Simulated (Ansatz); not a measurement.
# Dielectric response of GaN (110) films, part 3 of 3

How well do thin zincblende GaN (110) films screen a perpendicular field?

Ansatz 0.2.0; plane-wave DFT, PBE, Ansatz PAW (the session's first sound run).

So far. Step 23 (Response with the atoms relaxed, 24 atoms, units 12): The induced dipole is that of a conductor 18.52 Å thick. Step 26 (The bulk crystal): The gap is 1.75 eV.

## 27. Band edges against the vacuum, levels PBE

This step: plane-wave DFT, PBE, Ansatz PAW; band edges against the vacuum, bulk levels by PBE (Ansatz 0.2.0).

System of this step: GaN (110), 12 units. The cell holds 24 atoms: 12 Ga and 12 N. Cell: a = 3.182 Å, b = 4.500 Å, c = 35.501 Å, α = 90.0°, β = 90.0°, γ = 90.0°. It derives from GaN (zincblende GaN). Vacuum lies along c.

The averaged potential in the middle of the thickest slab ties the bulk's levels to the vacuum level.

Contents of align.yaml:

```yaml
surface:
  bulk: { run: bulk.run }
  slab: { run: end12.run, axis: 3 }
  face: plus
  period: 1.59099
```

On the command line:

```sh
ansatz align-bands align.yaml -- --threads 8 --pin off
```

Elapsed: 0.12 s, on 8 threads of Arm Neoverse N1, shared host.

This step gave:

| Property | Result |
| --- | --- |
| ionisation energy | 5.725 eV |
| electron affinity | 3.978 eV |
| slab level shift | -0.04153 eV |

Check by hand: ionisation energy less affinity, 5.72 − (3.98) = 1.75 eV, is the bulk gap at this level.

The program warns that the averaged potential varies by 0.10 eV in the slab's middle, which these edges carry as an error.

## 28. The bulk with HSE06, k-mesh 8×8×8

This step: plane-wave DFT, HSE06, Ansatz PAW (Ansatz 0.2.0).

System of this step: zincblende GaN. The structure is cubic, space group F-43m (No. 216). Conventional cell: a = 4.500 Å, b = 4.500 Å, c = 4.500 Å, α = 90.00°, β = 90.00°, γ = 90.00°. Ga has 4 N at 1.95 Å nearest. Nearest to N lie 4 Ga at 1.95 Å. Farther neighbours, and contacts between anions beyond the nearest, are not listed.

A hybrid functional removes part of the gap error, and is affordable in the small bulk cell.

Contents of input.yaml:

```yaml
crystal:
  lattice:
    - [0.0, 2.25, 2.25]
    - [2.25, 0.0, 2.25]
    - [2.25, 2.25, 0.0]
  atoms:
    - { symbol: Ga, position: [0.0, 0.0, 0.0] }
    - { symbol: "N", position: [0.25, 0.25, 0.25] }
kpoints:
  mp_grid: { grid: [8, 8, 8] }
hamiltonian:
  xc: hse06
scf:
  occupations: { method: fixed }
  convergence: { dr2_threshold: 1.0e-08 }
output:
  eigenvalues: true
checkpoint:
  write: bulk-hse.run
  compress: false
  write_wavefunctions: false
```

On the command line:

```sh
ansatz run input.yaml --threads 8 --pin off --max-ram 12288MiB --backend cpu --events-out ev --progress --plain --runs-dir out
```

It took 6.6 s on 8 threads; peak memory 1.5 GiB; 41 s of CPU time.

Read from the output:

| Quantity | Value |
| --- | --- |
| gap on the k-mesh | 2.990 eV |

The gap is 2.99 eV.

## 29. Band edges against the vacuum, levels HSE06

This step: plane-wave DFT, PBE, Ansatz PAW; band edges against the vacuum, bulk levels by HSE06 (Ansatz 0.2.0).

System of this step: GaN (110), 12 units. The cell holds 24 atoms: 12 Ga and 12 N. Cell: a = 3.182 Å, b = 4.500 Å, c = 35.501 Å, α = 90.0°, β = 90.0°, γ = 90.0°. It derives from GaN (zincblende GaN). Vacuum lies along c.

The same line-up with the hybrid's levels.

Contents of align.yaml:

```yaml
surface:
  bulk: { run: bulk.run, levels_from: { run: bulk-hse.run } }
  slab: { run: end12.run, axis: 3 }
  face: plus
  period: 1.59099
```

On the command line:

```sh
ansatz align-bands align.yaml -- --threads 8 --pin off
```

Run time: 0.14 s. Hardware: 8 threads.

Read from the output:

| Quantity | Value |
| --- | --- |
| ionisation energy | 6.556 eV |
| electron affinity | 3.566 eV |

Check by hand: ionisation energy less affinity, 6.56 − (3.57) = 2.99 eV, is the bulk gap at this level.

The program warns that the averaged potential varies by 0.10 eV in the slab's middle, which these edges carry as an error.

## 30. A changed input: efield.ramp_width = 0.04

This step: plane-wave DFT, PBE, Ansatz PAW (Ansatz 0.2.0).

System of this step: GaN (110), 5 units. The cell holds 10 atoms: 5 Ga and 5 N. Cell: a = 3.182 Å, b = 4.500 Å, c = 24.364 Å, α = 90.0°, β = 90.0°, γ = 90.0°. It derives from GaN (zincblende GaN). Vacuum lies along c.

A run with a changed input: it repeats the earlier run at 0.05 V/Å, 5 units with efield.ramp_width from 0.06 to 0.04.

Contents of input.yaml:

```yaml
crystal:
  lattice:
    - [3.18198052, 0.0, 0.0]
    - [0.0, 4.5, 0.0]
    - [0.0, 0.0, 24.3639610307]
  atoms:
    - { symbol: Ga, position: [0.5, 0.5375370566, 0.3752580802] }
    - { symbol: "N", position: [0.0, 0.7427548504, 0.3652432025] }
    - { symbol: Ga, position: [0.0, -0.0103842992, 0.4318174117] }
    - { symbol: "N", position: [0.5, 0.2382041033, 0.4331016715] }
    - { symbol: Ga, position: [0.5, 0.4903082817, 0.499999989] }
    - { symbol: "N", position: [0.0, 0.7434682355, 0.4999999997] }
    - { symbol: Ga, position: [0.0, -0.0103843154, 0.5681825808] }
    - { symbol: "N", position: [0.5, 0.2382041238, 0.5668983296] }
    - { symbol: Ga, position: [0.5, 0.5375370742, 0.6247419213] }
    - { symbol: "N", position: [0.0, 0.7427548891, 0.6347568137] }
kpoints:
  mp_grid: { grid: [8, 6, 1] }
hamiltonian:
  xc: pbe
scf:
  occupations: { method: fixed }
  convergence: { dr2_threshold: 1.0e-10 }
efield:
  axis: 3
  dipole_correction: true
  ramp_position: 0.97
  ramp_width: 0.04
  amplitude: 0.05
output:
  write_potential: true
  write_density: true
  volumetric_format: npy
```

On the command line:

```sh
ansatz run input.yaml --threads 8 --pin off --max-ram 12288MiB --backend cpu --events-out ev --progress --plain --runs-dir out
```

Run time: 15 s. Hardware: 8 threads; peak memory 1.2 GiB.

Read from the output:

| Item | Value |
| --- | --- |
| gap on the k-mesh | 1.498 eV |
| dipole along the normal | 0.02982 e·Å |

```csv
quantity,this run,earlier run,difference
dipole along the normal (e·Å),0.02982,0.02982,1.3e-6
gap on the k-mesh (eV),1.498,1.498,1.8e-8
```

Nothing in the table moves by 0.01 in its unit (for the dipole 0.5 % and 5e-5 e·Å).

## 31. Varying the input

Another changed input: it repeats the earlier run at 0.05 V/Å, 5 units with efield.dipole_correction from true to false.

input.yaml, as its differences from that of step 30:

```diff
@@ -25,5 +25,5 @@
   axis: 3
-  dipole_correction: true
+  dipole_correction: false
   ramp_position: 0.97
-  ramp_width: 0.04
+  ramp_width: 0.06
   amplitude: 0.05
```

It took 13 s on 8 threads; peak memory 1.2 GiB; 100 s of CPU time.

```csv
quantity,this run,earlier run,difference
dipole along the normal (e·Å),0.04318,0.02982,0.013
gap on the k-mesh (eV),1.497,1.498,-9.5e-4
```

With the dipole correction off, the periodic images add a field of their own to the typed one.

What moves beyond 0.01 in its unit (for the dipole 0.5 % and 5e-5 e·Å): dipole along the normal (+0.0134 e·Å).

These numbers are not those of the isolated slab.

## 32. Results

| Quantity | Value |
| --- | --- |
| electronic ε from the thickness series | 6.15 |
| static ε from the thickness series | 10.8 |
| local electronic ε, middle of 12 units | 6.18 |
| ionisation energy, levels by PBE | 5.72 eV |
| electron affinity, levels by PBE | 3.98 eV |
| ionisation energy, levels by HSE06 | 6.56 eV |
| electron affinity, levels by HSE06 | 3.57 eV |

**Reading.** The films give an electronic ε of 6.15 and a static ε of 10.8. The slope of the series and the field inside the thickest film give 6.15 and 6.18, in agreement. Ions raise ε from 6.15 to 10.8. The static value rests on two thicknesses alone. HSE06 levels deepen the valence edge by 0.83 eV on the same PBE surface dipole. The alignment warns that the averaged potential still varies by 0.10 eV in the slab's middle, which the band edges carry as an error. The in-plane lattice constants are held at typed bulk values. Semilocal functionals tend to overestimate the electronic ε a little.

[Long decimals in the printed logs are rounded to 6 places.]

[Logs are printed without paths, hosts, clocks, repeated set-up lines and the standing remarks that a program may print on its own settings, such as how far it seeks lower states.]

[Hosts, paths, dates, database ids (printed as entryN), source tags and the programs' standing remarks are cut or masked in the printed files.]

[Maps of the electrostatic potential energy from Ansatz leave out the sawtooth potential of an applied field or a dipole correction, so their vacuum need not be flat; planar profiles and work functions include it.]
